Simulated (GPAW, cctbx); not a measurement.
## Bonding in GaOs as X-rays see it

Aim: compute the bonding part of the density of GaOs, find which reflections carry it, and see how it biases an ordinary refinement.

The cell comes from substitution in a known structure type and wasn't matched to any measured phase. All numbers below are calculated.

**1. Relax the structure**

The density hangs on the geometry, so cell and atoms are relaxed first, with the symmetry held. The cutoff is set higher than for the density because stress converges slowly with plane waves.

Settings: GPAW 26.7.0, PBE, 570 eV, 6×5×6 k-points (along the axes of the calculation cell), Fermi–Dirac width 0.1 eV, BFGS to 0.03 eV/Å.

```text
cell
1.0
     3.478000000    0.000000000    0.000000000
     0.000000000    0.000000000   -3.526000000
    -1.739000000    4.599500000    0.000000000
Os Ga
2 2
Direct
0.858700000 0.750000000 0.717400000
0.141300000 0.250000000 0.282600000
0.563700000 0.750000000 0.127400000
0.436300000 0.250000000 0.872600000
```

```console
$ OMP_NUM_THREADS=1 mpirun -n 4 gpaw python run.py > gpaw.log
```

```text
BFGS:    0      -23.966002        6.255568
BFGS:    1      -25.090867        3.725311
BFGS:    2      -25.864780        1.466331
BFGS:    3      -26.024237        1.294999
...
BFGS:   19      -26.969262        0.106284
BFGS:   20      -26.970289        0.039784
BFGS:   21      -26.970439        0.006984
cell  3.0204 4.2118 4.8811  90.00 108.02 90.00
volume 59.048 A^3, largest force 0.004 eV/A, largest stress 0.08 GPa
```

The cell moved far, while the k-mesh and basis were chosen for the start, so the final shape may be somewhat biased.

After 21 steps the volume has changed by +4.7 % and the energy by -3.004 eV; the largest stress left is 0.08 GPa. It took 4 min on 4 cores of Intel(R) Xeon(R) 6975P-C (Granite Rapids) (shared host), peak memory 1.1 GiB.

Relaxed structure: Cmcm (no. 63), a = 3.0204 Å, b = 9.2833 Å, c = 4.2118 Å, α = 90.00°, β = 90.00°, γ = 90.00°.

```csv
atom,mult.,x,y,z
Os1,4,0,0.8639,1/4
Ga1,4,0,0.5946,1/4
```

**2. Density and charge transfer**

X-rays see the whole electron density, so the PAW density is rebuilt with its core regions. Subtracting spherical free atoms from the same code cancels the cores and leaves the deformation density Δρ, the part due to bonding.

Settings: PBE, 450 eV, 8×6×8 k-points (along the axes of the calculation cell), Fermi–Dirac width 0.1 eV; primitive cell of 4 atoms.

```console
$ OMP_NUM_THREADS=1 mpirun -n 4 gpaw python run.py > gpaw.log
```

```text
|iter:   1|       0s |  -26.878612 | +0.16 |       |
|iter:   2|       1s |  -26.893065 | -1.67 | -1.34 |
|iter:   3|       3s |  -26.933110 | -1.93 | -1.36 |
...
|iter:   8|      10s |  -26.915753c| -6.46 | -3.89 |
|iter:   9|      12s |  -26.915752c| -7.24 | -4.32c|
|iter:  10|      12s |  -26.915752c| -7.97c| -5.25c|
```

```text
gpts.py:43: UserWarning: Initial realspace grid (15,21,24) inconsistent with symmetries.
gpts.py:43: UserWarning: Initial realspace grid (15,21,24) inconsistent with symmetries.
gpts.py:43: UserWarning: Initial realspace grid (15,21,24) inconsistent with symmetries.
gpts.py:43: UserWarning: Initial realspace grid (15,21,24) inconsistent with symmetries.
gpts.py:70: UserWarning: Using symmetrized grid: (24,21,24).
gpts.py:70: UserWarning: Using symmetrized grid: (24,21,24).
gpts.py:70: UserWarning: Using symmetrized grid: (24,21,24).
gpts.py:70: UserWarning: Using symmetrized grid: (24,21,24).
grid (48, 42, 48)  electrons 214.000  moved by bonding 0.842 e
deformation density beyond 0.5 A of the nuclei: max 0.206, min -0.237 e/A^3
atom        x       y       z   Voronoi charge  moment
Os1    0.8639  0.7500  0.7278     -0.064       0.00
Os2    0.1361  0.2500  0.2722     -0.064       0.00
Ga3    0.5945  0.7500  0.1891      0.064       0.00
Ga4    0.4055  0.2500  0.8109      0.064       0.00
mean inner potential of superposed free atoms 30.608 V
total magnetic moment 0.000 muB
```

Deformation density in a plane through the shortest contact of the Os atom at the origin, in 0.01 e/Å³ (clipped at ±99); x from -1.6 to 4.1 Å, y from 2.4 down to -2.4 Å:

```text
  2  -5  -5   .   .  -5   4   4   3   .   .  -1   0   0   1   0
  3  -2  -8  -7  -7  -2   2   1  -5   3   8  -3  -2   2   2   1
  2   1  -1  -1   0   2   2   1  -2   0   4   2   2   3   2   2
  2   3   3   3   4   2   1   1   2   2   3   2   2   2   2   3
  2   2   0   0   7   1  -4   0   2   0  -4  -5  -4   0   3   3
  2   1  -2  -7   .  -3  -2   2   3  -4  -5   .  -9  -4   3   4
  1   0   1   3   .   .   5   5   4  -5   .   .  -3  -5   2   4
  2   1  -2  -6   .  -3  -2   2   3  -4  -5   .  -9  -4   3   4
  2   2   0   0   7   1  -4   0   2   0  -4  -5  -4   0   3   3
  2   3   3   3   4   2   1   1   2   2   3   2   2   2   2   3
  2   1  -1  -1   0   2   2   1  -2   0   4   2   2   3   2   2
  3  -2  -8  -7  -7  -2   2   1  -5   3   8  -3  -2   2   2   1
  2  -5  -5   .   .  -5   4   4   3   .   .  -1   0   0   1   0
```

Atoms in or within 0.15 Å of the plane: Os (0.0, 0.0), Ga (2.5, 0.0) Å. Dots mark points within about 0.45 Å of a nucleus; large values next to them are atomic features.

Os gains most (-0.06 e) and Ga loses most (+0.06 e), as electronegativity suggests. Along the shortest contact from the Os atom at the map's origin, Os–Ga at 2.50 Å, Δρ is +0.06 e/Å³ at the midpoint: little piles up between the atoms, as is usual in a metallic crystal, which this run finds. At the midpoints of other shortest contacts it is -0.01 (Ga–Ga, 2.74 Å) and +0.03 (Os–Os, 3.02 Å) e/Å³. Point values carry grid noise of about 0.01 e/Å³. The run needed 10 iterations, 22 s.

**3. From the density to structure factors**

The Fourier components of Δρ, added to those of the free atoms, give the static X-ray structure factors; the Mott–Bethe relation turns them into the Fourier components V of the potential that fast electrons feel.

```text
static structure factors of the conventional cell: F in electrons, V (Mott-Bethe) in volts
   h  k  l      d  |F| table  |F| free   |F| DFT   change   |V| free  |V| DFT  change %
   0  2  0  4.6417     2.674     2.704     2.747    0.043     1.048    1.011     -3.5
   0  2  1  3.1191   168.641   168.512   168.894    0.382     6.605    6.461     -2.2
   1  1  0  2.8722    88.017    87.945    88.135    0.190     2.795    2.734     -2.2
   1  1  1  2.3730   246.450   246.216   246.046   -0.170    11.503   11.540      0.3
   0  4  0  2.3208   312.846   312.509   312.228   -0.281    14.450   14.509      0.4
   1  3  0  2.1614   187.679   187.505   187.226   -0.279     7.517    7.568      0.7
   0  0  2  2.1059   340.316   339.715   339.187   -0.528    15.196   15.287      0.6
   0  4  1  2.0327   131.770   131.445   130.975   -0.470     6.144    6.219      1.2
   1  3  1  1.9230   219.680   219.097   218.737   -0.361     9.712    9.764      0.5
   0  2  2  1.9178     0.778     0.688     0.647   -0.041     0.467    0.472      1.3
   1  1  2  1.6983    78.842    78.916    78.838   -0.077     1.988    1.997      0.4
   1  5  0  1.5817    11.938    12.181    12.195    0.015     0.580    0.581      0.2
   0  4  2  1.5596   274.028   273.327   272.915   -0.411    10.224   10.263      0.4
   0  6  0  1.5472    14.751    14.966    14.866   -0.100     0.400    0.390     -2.3
```

The largest X-ray change is -0.53 e on 002, 0.2 % of |F|. For electrons V goes as (Z − F)/g², so a change of F counts against Z − F, which is small at low angle and wherever the atoms' terms cancel: |V| of 020 moves by -3.5 % (1.05 to 1.01 V) against +1.6 % in |F|. The last three rows still change by up to 0.41 e; the table stops while the angles are still low. The tabulated Hartree–Fock atoms differ from the free DFT atoms by up to 0.70 e, so the choice of reference atom matters too.

**4. Which functional?**

The same geometry is run with other functionals, to see whether the bonding signal is larger than the spread between approximations. Free atoms are LDA for LDA and PBE otherwise. Any other changed setting is in the row's label.

| run | ΔF 002 (e) | ΔF 041 (e) | ΔF 021 (e) | q(Os) (e) | moved (e) | time |
| --- | --- | --- | --- | --- | --- | --- |
| PBE | -0.528 | -0.470 | +0.382 | -0.064 | 0.842 | 22 s |
| LDA | -0.508 | -0.463 | +0.367 | -0.064 | 0.806 | 18 s |
| revPBE | -0.525 | -0.468 | +0.403 | -0.069 | 0.863 | 22 s |

At the base's settings ΔF(002) spans -0.528 to -0.508 e, a spread of 4 % of the PBE value; over the three listed reflections the spread is at most 9 %, so sign and size hold across the functionals. Times are from shared hosts.

**5. What a spherical-atom refinement makes of it**

Routine crystallography fits spherical atoms. To see the bias, intensities are simulated from tabulated atoms plus the DFT change ΔF, so that bonding alone can misfit (1940 reflections of the full sphere, merged to the counts below, to 0.5 Å, 1.5 % proportional noise plus counting noise, assumed isotropic U as listed, Δρ smeared by the mean U) and refined with cctbx over different ranges.

```
                    range  data      R1  GooF  U Os1 (true 0.0024)  U Ga1 (true 0.0034)  largest shift (Å)  Δρ max, min (e/Å³)
                 all data   303  0.0043  0.99               0.0024               0.0034             0.0001         0.65, -0.98
 low resolution, d > 0.84    73  0.0044  0.99               0.0026               0.0034             0.0002         0.27, -0.50
     high order, d < 0.75   206  0.0041  0.94               0.0024               0.0034             0.0001         0.53, -0.68
occupancies free, d > 0.7   118  0.0045  1.05               0.0024               0.0034             0.0001         0.43, -0.56
```

With all data GooF is 0.99, so at this noise the bonding hardly shows; the top residual peak, near noise level, lies 0.06 Å from Ga and 2.44 Å from Os, on the atom. No U is off by more than 3 s.u. at low resolution. With Os1 held at 1 and the scale free, the other occupancies refine to Ga1 1.003(0.002), within three s.u. of full.

**6. Answer**

Bonding moves 0.84 e in the primitive cell of GaOs and changes the structure factors of the conventional cell in the table above by at most 0.53 e (002, 0.2 %), and among reflections above 2 % of the strongest by up to 0.7 % (060). The shortest bond, Os–Ga, has Δρ = +0.06 e/Å³ at its midpoint, with no localised bond charge. At the base's settings ΔF(002) spans -0.528 to -0.508 e, a spread of 4 % of the PBE value; over the three listed reflections the spread is at most 9 %, so sign and size hold across the functionals. With all data GooF is 0.99, so at this noise the bonding hardly shows. Limits: static density, frozen cores, no spin–orbit coupling.

[Outputs are excerpts: Python notices, other lines and further rows are left out; steps that failed or that the build refused (PBEsol, TPSS) are not shown.]

[Logs are printed without paths, hosts, clocks, repeated set-up lines and the standing remarks that a program may print on its own settings, such as how far it seeks lower states.]
